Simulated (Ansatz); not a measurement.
## Lattice dynamics of (CdS)2(CdSe)1 [001] superlattice, started as zinc blende

How does (CdS)2(CdSe)1 [001] superlattice, started as zinc blende vibrate, and is this structure a minimum?

Calculated with Ansatz 0.2.0; DFT PBEsol, scalar-relativistic, plane waves, PAW.

This is a report of a sequence of runs, with most program output left out.

The structure was built from a prototype and need not be the compound's stable phase.

## (1) The starting structure

It takes space group I-4m2 (No. 119, tetragonal). Conventional cell: a = 4.170 Å, b = 4.170 Å, c = 17.690 Å, α = 90.00°, β = 90.00°, γ = 90.00°. Nearest to Cd lie 2 S at 2.55 Å and 2 Se at 2.55 Å. Nearest to Cd lie 4 S at 2.55 Å. S has 4 Cd at 2.55 Å nearest. Nearest to Se lie 4 Cd at 2.55 Å. Farther neighbours and most contacts between anions are not listed.

## (2) Rough relaxation

A rough relaxation comes first, because large forces or stress need no tight tolerances yet.

Contents of input.yaml:

```yaml
crystal:
  lattice:
    - [2.94833, 2.94833, 0.0]
    - [-2.94833, 2.94833, 0.0]
    - [2.94833, 0.0, 8.845]
  atoms:
    - { symbol: Cd, position: [0.0, 0.0, 0.0] }
    - { symbol: Cd, position: [0.333333, 0.666667, 0.333333] }
    - { symbol: Cd, position: [0.666667, 0.333333, 0.666667] }
    - { symbol: S, position: [0.416667, 0.083333, 0.166667] }
    - { symbol: S, position: [0.75, 0.75, 0.5] }
    - { symbol: Se, position: [0.083333, 0.416667, 0.833333] }
kpoints:
  mp_grid: { grid: [6, 6, 6] }
hamiltonian:
  xc: pbesol
scf:
  occupations: { method: gaussian, width: 0.1 }
output:
  forces: true
  stress: true
  eigenvalues: true
relax:
  adjacent_minimum: "off"
  f_tol: 0.05
  max_steps: 80
  cell: { stress_tol: 0.5 }
```

Launch:

```
$ ansatz run input.yaml --threads 4 --pin off --max-ram 14336MiB --backend cpu --events-out ev --progress --plain --runs-dir out
```

The job ended after 22 s (4 threads of Arm Neoverse V2, shared host; peak memory 0.59 GiB; 87 s of CPU time).

The steps of the relaxation:

```
step  energy less that of the first step (eV)  largest force component (eV/Å)  pressure (GPa)  volume (Å³)
   1                                   0.0000                          0.6776            0.59       153.77
   2                                  -0.0647                          0.1521           -0.28       155.52
   3                                  -0.0716                          0.0052           -0.05       154.91
  4*                                  -0.0717                          0.0052           -0.05       154.91
```

Relaxation steps marked * repeat the geometry before them on a plane-wave basis chosen anew for their cell, so energy and pressure can jump there.

Forces are held to the 8 operations that the run works with; a distortion that breaks them can't arise in this run.

```
conventional cell, symmetrised  before   after  change
                         a (Å)   4.170   4.184  +0.4 %
                         b (Å)   4.170   4.184  +0.4 %
                         c (Å)  17.690  17.695  +0.0 %
              volume (Å³/atom)   25.63   25.82  +0.7 %
```

The atoms that moved most (Å, as changes of fractional coordinates times the final cell):

```csv
atom,dx,dy,dz,length
Cd3,0.000,0.000,-0.100,0.100
Cd1,0.000,0.000,0.100,0.100
S5,0.000,0.000,-0.052,0.052
S4,0.000,0.000,0.052,0.052
```

Final coordinates:

```xyz
6
Lattice="2.9588 2.9588 0.0000 -2.9588 2.9588 0.0000 2.9588 0.0000 8.8476" Properties=species:S:1:pos:R:3 pbc="T T T"
Cd    0.0000    0.0000    0.1005
Cd    0.0000    2.9588    2.9492
Cd    2.9588    2.9588    5.7979
S     1.4794    1.4794    1.5265
S     1.4794    4.4382    4.3718
Se    1.4794    1.4794    7.3730
```

This step gave:

```yaml
pressure: -0.05462 GPa
volume_per_atom: 25.82 Å³
gap_on_the_k_mesh: 0.7764 eV
direct_gap_on_mesh: 0.7764 eV
```

In this step the volume went from 25.63 to 25.82 Å³/atom.

## (3) Bringing the structure to rest

Harmonic phonons are second derivatives at a point where the forces vanish, and they are wanted at zero stress, so atoms and cell are relaxed first.

Contents of input.yaml:

```yaml
crystal:
  lattice:
    - [2.958777486, 2.958777486, 0.0]
    - [-2.958777486, 2.958777486, 0.0]
    - [2.958777486, 0.0, 8.8475777312]
  atoms:
    - { symbol: Cd, position: [-0.0056792059, 0.0056792059, 0.0113584118] }
    - { symbol: Cd, position: [0.3333333333, 0.6666666667, 0.3333333333] }
    - { symbol: Cd, position: [0.6723458726, 0.3276541274, 0.6553082549] }
    - { symbol: S, position: [0.4137310607, 0.0862689393, 0.1725378787] }
    - { symbol: S, position: [0.752935606, 0.747064394, 0.494128788] }
    - { symbol: Se, position: [0.0833333333, 0.4166666667, 0.8333333333] }
kpoints:
  mp_grid: { grid: [6, 6, 6] }
hamiltonian:
  xc: pbesol
scf:
  occupations: { method: gaussian, width: 0.02 }
output:
  forces: true
  stress: true
  eigenvalues: true
  write_density: true
  write_potential: true
  elf: true
  volumetric_format: npy
relax:
  adjacent_minimum: "off"
  f_tol: 0.005
  max_steps: 80
  cell: { stress_tol: 0.05 }
```

Elapsed: 18 s, on 4 threads; peak memory 0.6 GiB; 69 s of CPU time.

Little changed from the start: no atom moved by 0.005 Å and no cell edge by 0.1 %.

Numbers from this step:

```yaml
pressure: 0.01463 GPa
gap_on_the_k_mesh: 0.7793 eV
volume_per_atom: 25.79 Å³
direct_gap_on_mesh: 0.7793 eV
```

Electrostatic potential energy in the ac plane of the conventional cell at fractional y = 0.000, with atoms of Cd and S and Se within 0.2 Å of it. With pseudopotentials it is smooth inside the atoms' cores, unlike the true potential.

Ten even steps from '0' (-26 eV) to '9' (12 eV), each cell a mean:
```
54479999998545
78999999999987
99999999999999
99999999999999
99998766678999
99974210136899
67875311246876
00278877788500
11489999999631
89999999999998
99999999999999
99999999999999
99998776789999
99985211236899
78875211136887
00378766788510
00379999998620
88999999999988
99999999999999
99999999999999
99998655578999
99974200136899
66776322247876
65468888887545
```
Columns run along a (4.2 Å; values clipped at the 3rd and 97th percentile), rows up along c (17.7 Å), edges of the conventional cell, whose origin can differ from the input's. Atoms in or near the plane, at fractional coordinates: Cd at (0.50, 0.09), Cd at (0.50, 0.75), Cd at (0.50, 0.41), S at (0.00, 0.67), S at (0.00, 0.33), Se at (0.00, 0.00).

Valence density in the ac plane of the conventional cell at fractional y = 0.000, with atoms of Cd and S and Se within 0.2 Å of it. It is the smooth field of the valence electrons, not physical close to the nuclei.

Ten steps, logarithmic in the rise over the least value, from '0' (0 e/Å³) to '9' (21 e/Å³), each cell a mean:
```
86421000001258
21100000000112
00000000000000
00000000000000
00001233210000
00014799852100
22223688752222
23321122112333
33321000001233
11100000000011
00000000000000
00000000000000
00001122210000
00013689752100
22224689853222
33322223222333
33321000001233
21100000000112
00000000000000
00000000000000
00001344321000
00014799863100
32223578742222
98421111112369
```
Columns run along a (4.2 Å), rows up along c (17.7 Å), edges of the conventional cell, whose origin can differ from the input's. Atoms in or near the plane, at fractional coordinates: Cd at (0.50, 0.09), Cd at (0.50, 0.75), Cd at (0.50, 0.41), S at (0.00, 0.67), S at (0.00, 0.33), Se at (0.00, 0.00).

ELF in the ac plane of the conventional cell at fractional y = 0.000, with atoms of Cd and S and Se within 0.2 Å of it. It is the smooth field of the valence electrons, not physical close to the nuclei.

Ten even steps from '0' (0.01) to '9' (0.83), each cell a mean:
```
67886310157886
77642000013577
11100000000011
00000000000000
00011222221100
32123578742122
98633467532589
36995222237994
68986200147997
77531000002467
10000000000001
00000000000000
00011222211100
21123577642111
88633578642478
47984222236996
57986200147986
87642000013578
11000000000011
00000000000000
00012233321100
32223689753222
88642466533578
46986311247985
```
Columns run along a (4.2 Å), rows up along c (17.7 Å), edges of the conventional cell, whose origin can differ from the input's. Atoms in or near the plane, at fractional coordinates: Cd at (0.50, 0.09), Cd at (0.50, 0.75), Cd at (0.50, 0.41), S at (0.00, 0.67), S at (0.00, 0.33), Se at (0.00, 0.00).

In this step the volume went from 25.82 to 25.79 Å³/atom.

## (4) Tight relaxation

Phonons need a cell at rest on their own settings, so the relaxation is repeated with tight tolerances on forces and stress, using the mesh and the filling of the phonon run that follows.

Contents of input.yaml:

```yaml
crystal:
  lattice:
    - [2.9571597159, 2.9571597159, 0.0]
    - [-2.9571597159, 2.9571597159, 0.0]
    - [2.9571597159, 0.0, 8.8468684322]
  atoms:
    - { symbol: Cd, position: [-0.0055804599, 0.0055804599, 0.0111609199] }
    - { symbol: Cd, position: [0.3333333333, 0.6666666667, 0.3333333333] }
    - { symbol: Cd, position: [0.6722471266, 0.3277528734, 0.6555057468] }
    - { symbol: S, position: [0.4138171506, 0.0861828494, 0.1723656987] }
    - { symbol: S, position: [0.752849516, 0.747150484, 0.4943009679] }
    - { symbol: Se, position: [0.0833333333, 0.4166666667, 0.8333333333] }
kpoints:
  mp_grid: { grid: [8, 8, 8] }
hamiltonian:
  xc: pbesol
scf:
  occupations: { method: fixed }
output:
  forces: true
  stress: true
  eigenvalues: true
  write_density: true
  write_potential: true
  elf: true
  volumetric_format: npy
relax:
  adjacent_minimum: "off"
  f_tol: 0.001
  max_steps: 60
  cell: { stress_tol: 0.01 }
```

It took 55 s on 4 threads; peak memory 0.71 GiB.

Step by step:

```csv
step,energy less that of the first step (eV),largest force component (eV/Å),pressure (GPa),volume (Å³)
1,0.0000,0.0054,0.01,154.73
2,0.0000,0.0029,-0.01,154.77
3,0.0000,0.0010,0.00,154.76
4,0.0000,0.0000,0.00,154.76
5*,0.0000,0.0000,0.00,154.76
```

Relaxation steps marked * repeat the geometry before them on a plane-wave basis chosen anew for their cell, so energy and pressure can jump there.

Forces are held to the 8 operations that the run works with; a distortion that breaks them can't arise in this run.

```csv
"conventional cell, symmetrised",before,after,change
a (Å),4.182,4.180,-0.1 %
b (Å),4.182,4.180,-0.1 %
c (Å),17.694,17.717,+0.1 %
volume (Å³/atom),25.79,25.79,+0.0 %
```

The relaxed structure:

```xyz
6
Lattice="2.9555 2.9555 0.0000 -2.9555 2.9555 0.0000 2.9555 0.0000 8.8583" Properties=species:S:1:pos:R:3 pbc="T T T"
Cd    0.0000    0.0000    0.0995
Cd    0.0000    2.9555    2.9528
Cd    2.9555    2.9555    5.8060
S     1.4778    1.4778    1.5272
S     1.4778    4.4333    4.3783
Se    1.4778    1.4778    7.3819
```

This step gave:

| Item | Value |
| --- | --- |
| pressure | 1.86e-5 GPa |
| gap on the k-mesh | 0.7770 eV |
| direct gap on mesh | 0.7770 eV |

ELF in the ac plane of the conventional cell at fractional y = 0.000, with atoms of Cd and S and Se within 0.2 Å of it. It is the smooth field of the valence electrons, not physical close to the nuclei.

Ten even steps from '0' (0.01) to '9' (0.83), each cell a mean:
```
67886310157886
77642000013577
11100000000011
00000000000000
00011222221100
32123578742122
98633467532589
36995222237994
68986200147997
77531000002467
10000000000001
00000000000000
00011222211100
21123577642111
88533578642478
47984222236996
57986200147986
87642000013578
11000000000011
00000000000000
00012233321100
32223689753222
88642456533578
46986311247985
```
Columns run along a (4.2 Å), rows up along c (17.7 Å), edges of the conventional cell, whose origin can differ from the input's. Atoms in or near the plane, at fractional coordinates: Cd at (0.50, 0.09), Cd at (0.50, 0.75), Cd at (0.50, 0.41), S at (0.00, 0.67), S at (0.00, 0.33), Se at (0.00, 0.00).

Electrostatic potential energy in the ac plane of the conventional cell at fractional y = 0.000, with atoms of Cd and S and Se within 0.2 Å of it. With pseudopotentials it is smooth inside the atoms' cores, unlike the true potential.

Ten even steps from '_' (-26 eV) to '@' (12 eV), each cell a mean:
```
++====##@@@@@@@@@@@@%%++==++
##%%@@@@@@@@@@@@@@@@@@@@%%##
@@@@@@@@@@@@@@@@@@@@@@@@@@@@
@@@@@@@@@@@@@@@@@@@@@@@@@@@@
@@@@@@@@%%##******##%%@@@@@@
@@@@@@##==::..__..--**%%@@@@
**##%%##++--....::==**%%##**
____::##%%%%######%%%%++____
....==%%@@@@@@@@@@@@@@**--..
%%@@@@@@@@@@@@@@@@@@@@@@@@%%
@@@@@@@@@@@@@@@@@@@@@@@@@@@@
@@@@@@@@@@@@@@@@@@@@@@@@@@@@
@@@@@@@@%%####**##%%@@@@@@@@
@@@@@@%%++::....::--**%%@@@@
##%%%%##++::......--**%%%%##
____--##%%##****##%%%%++..__
____--##@@@@@@@@@@@@%%**::__
%%%%@@@@@@@@@@@@@@@@@@@@%%%%
@@@@@@@@@@@@@@@@@@@@@@@@@@@@
@@@@@@@@@@@@@@@@@@@@@@@@@@@@
@@@@@@@@%%**++++++##%%@@@@@@
@@@@@@##==::____..--**%%@@@@
****####**--::::::==##%%##**
**++==**%%%%%%%%%%%%##++==++
```
Columns run along a (4.2 Å; values clipped at the 3rd and 97th percentile), rows up along c (17.7 Å), edges of the conventional cell, whose origin can differ from the input's. Atoms in or near the plane, at fractional coordinates: Cd at (0.50, 0.09), Cd at (0.50, 0.75), Cd at (0.50, 0.41), S at (0.00, 0.67), S at (0.00, 0.33), Se at (0.00, 0.00).

Valence density in the ac plane of the conventional cell at fractional y = 0.000, with atoms of Cd and S and Se within 0.2 Å of it. It is the smooth field of the valence electrons, not physical close to the nuclei.

Values in e/Å³, 24 rows by 14 columns, each cell a mean:
```
12  5  1  0  0  0  0  0  0  0  0  1  2  9
 0  0  0  0  0  0  0  0  0  0  0  0  0  0
 0  0  0  0  0  0  0  0  0  0  0  0  0  0
 0  0  0  0  0  0  0  0  0  0  0  0  0  0
 0  0  0  0  0  0  1  1  1  0  0  0  0  0
 0  0  0  0  1  6 14 17 10  3  1  0  0  0
 1  1  0  0  1  4 10 12  7  2  1  0  0  1
 1  1  1  1  0  0  0  0  0  0  0  1  1  1
 1  1  1  0  0  0  0  0  0  0  0  1  1  1
 0  0  0  0  0  0  0  0  0  0  0  0  0  0
 0  0  0  0  0  0  0  0  0  0  0  0  0  0
 0  0  0  0  0  0  0  0  0  0  0  0  0  0
 0  0  0  0  0  0  1  1  0  0  0  0  0  0
 0  0  0  0  1  5 11 14  8  3  1  0  0  0
 0  0  0  0  1  5 12 15  9  3  1  0  0  0
 1  1  1  1  0  0  1  1  0  0  0  1  1  1
 1  1  1  0  0  0  0  0  0  0  0  1  1  1
 0  0  0  0  0  0  0  0  0  0  0  0  0  0
 0  0  0  0  0  0  0  0  0  0  0  0  0  0
 0  0  0  0  0  0  0  0  0  0  0  0  0  0
 0  0  0  0  0  1  1  2  1  0  0  0  0  0
 0  0  0  0  1  6 16 19 11  3  1  0  0  0
 1  1  0  0  1  3  7  9  5  2  1  0  0  1
21  8  2  1  0  0  0  0  0  0  0  1  4 15
```
Columns run along a (4.2 Å), rows up along c (17.7 Å), edges of the conventional cell, whose origin can differ from the input's. Atoms in or near the plane, at fractional coordinates: Cd at (0.50, 0.09), Cd at (0.50, 0.75), Cd at (0.50, 0.41), S at (0.00, 0.67), S at (0.00, 0.33), Se at (0.00, 0.00).

The largest force component left is 0.019 meV/Å and the pressure is 0.000 GPa, within the tolerances set. The cell now holds 25.79 Å³/atom.

## (5) Linear response at the zone centre

The zone centre is the only wavevector solved here; it holds the modes that light can see, as far as symmetry allows. The response to a homogeneous field gives the Born charges and the dielectric tensor, and its change with displacement the Raman tensors.

Contents of input.yaml:

```yaml
crystal:
  lattice:
    - [2.9555293223, 2.9555293223, 0.0]
    - [-2.9555293223, 2.9555293223, 0.0]
    - [2.9555293223, 0.0, 8.8582676883]
  atoms:
    - { symbol: Cd, position: [-0.0056173596, 0.0056173596, 0.0112347193] }
    - { symbol: Cd, position: [0.3333333333, 0.6666666667, 0.3333333333] }
    - { symbol: Cd, position: [0.6722840263, 0.3277159737, 0.6554319474] }
    - { symbol: S, position: [0.4137966207, 0.0862033793, 0.1724067586] }
    - { symbol: S, position: [0.752870046, 0.747129954, 0.4942599081] }
    - { symbol: Se, position: [0.0833333333, 0.4166666667, 0.8333333333] }
kpoints:
  mp_grid: { grid: [8, 8, 8] }
hamiltonian:
  xc: pbesol
scf:
  occupations: { method: fixed }
output:
  eigenvalues: true
phonons:
  method: dfpt
  dielectric: true
  rigid_motions: translations
  raman: true
```

Elapsed: 61 min, on 4 threads; peak memory 7.5 GiB.

Numbers from this step:

* sum-rule residual before enforcement: 3.89e-5 eV/Å²
* miss of the charge sum rule: 0.01031 e
* estimated error of the dielectric tensor: 0.02558
* estimated error of the Born charges: 0.02441 e
* point group: -42m
* highest optical mode at the zone centre (no LO-TO term): 278.9 cm⁻¹
* lowest optical zone-centre mode: 43.1 cm⁻¹
* mean high-frequency dielectric constant: 6.992
* largest Born charge (third of the trace): -2.271 e
* mean static dielectric constant: 10.48
* top of the zone-centre spectrum with the field: 278.9 cm⁻¹

Without the LO-TO term. Patterns of degenerate modes are one choice out of their space. Modes at Γ, with each element's share of the kinetic energy:

```csv
mode,frequency (cm⁻¹),symmetry,Cd %,S %,Se %
1,0.0,acoustic,70,13,16
2,0.0,acoustic,70,13,16
3,0.0,acoustic,70,13,16
4,43.1,E,78,6,16
5,43.1,E,78,6,16
6,52.1,E,86,12,2
7,52.1,E,86,12,2
8,117.2,B2,81,3,16
9,124.5,A1,92,8,0
10,176.4,E,35,1,64
11,176.4,E,35,1,64
12,185.6,B2,35,4,61
13,241.6,E,18,80,2
14,241.6,E,18,80,2
15,246.2,B2,13,80,7
16,263.1,E,13,87,0
17,263.1,E,13,87,0
18,278.9,A1,8,92,0
```

Displacements in mode 4 (43.1 cm⁻¹), the largest set to 1:
```
Cd1 -0.10  1.00  0.00
Cd2  0.28 -0.03  0.00
Cd3  0.09 -1.00  0.00
S4   0.46  0.22  0.00
S5   0.51 -0.31  0.00
Se6 -0.78  0.07  0.00
```

Displacements in mode 9 (124.5 cm⁻¹), the largest set to 1:
```
Cd1  0.00  0.00 -1.00
Cd2  0.00  0.00  0.00
Cd3  0.00  0.00  1.00
S4   0.00  0.00 -0.54
S5   0.00  0.00  0.54
Se6  0.00  0.00  0.00
```

Optical modes at the zone centre, without and with the macroscopic field of the longitudinal modes; each column is sorted by frequency, so a row need not hold one and the same mode. Modes with and without the field, by row:

| rank among optical modes | no field (cm⁻¹) | q along (1, 0, 0) (cm⁻¹) | q along (0, 0, 1) (cm⁻¹) |
| --- | --- | --- | --- |
| 1 | 43.1 | 43.1 | 43.1 |
| 2 | 43.1 | 43.1 | 43.1 |
| 3 | 52.1 | 52.1 | 52.1 |
| 4 | 52.1 | 52.1 | 52.1 |
| 5 | 117.2 | 117.2 | 117.4 |
| 6 | 124.5 | 124.5 | 124.5 |
| 7 | 176.4 | 176.4 | 176.4 |
| 8 | 176.4 | 185.6 | 176.4 |
| 9 | 185.6 | 187.8 | 200.7 |
| 10 | 241.6 | 241.6 | 241.6 |
| 11 | 241.6 | 246.2 | 241.6 |
| 12 | 246.2 | 263 | 263.1 |
| 13 | 263.1 | 263.1 | 263.1 |
| 14 | 263.1 | 277.8 | 278.5 |
| 15 | 278.9 | 278.9 | 278.9 |

Born charge (rows field, columns displacement) (e), principal values of the symmetric part by kind of site:

| atom | atoms with these values | low | middle | high | mean |
| --- | --- | --- | --- | --- | --- |
| Cd1 | 2 | 2.16 | 2.16 | 2.21 | 2.18 |
| Cd2 | 1 | 2.21 | 2.21 | 2.26 | 2.23 |
| S4 | 2 | -2.29 | -2.27 | -2.25 | -2.27 |
| Se6 | 1 | -2.08 | -2.02 | -2.02 | -2.04 |

In full for Cd2:

```
2.21 0.00 0.00
0.00 2.21 0.00
0.00 0.00 2.26
```

High-frequency dielectric tensor:

```
7.02 0.00 0.00
0.00 7.02 0.00
0.00 0.00 6.95
```

Static dielectric tensor (ions relaxed, fixed cell):

```
10.50  0.00  0.00
 0.00 10.50  0.00
 0.00  0.00 10.43
```

Transverse modes. Lines of the infrared spectrum (strongest = 100):

```
position (cm⁻¹)  label  relative intensity
             43      E                 0.0
             52      E                 0.0
            117     B2                 0.3
            124     A1                 0.0
            176      E                  44
            186     B2                  30
            242      E                 100
            246     B2                  41
            263      E                 0.2
            279     A1                 0.0
```

(Part 1 of 2 ends here.)

[Logs are printed without paths, hosts, clocks, repeated set-up lines and the standing remarks that a program may print on its own settings, such as how far it seeks lower states.]

[Hosts, paths, dates, database ids (printed as entryN), source tags and the programs' standing remarks are cut or masked in the printed files.]
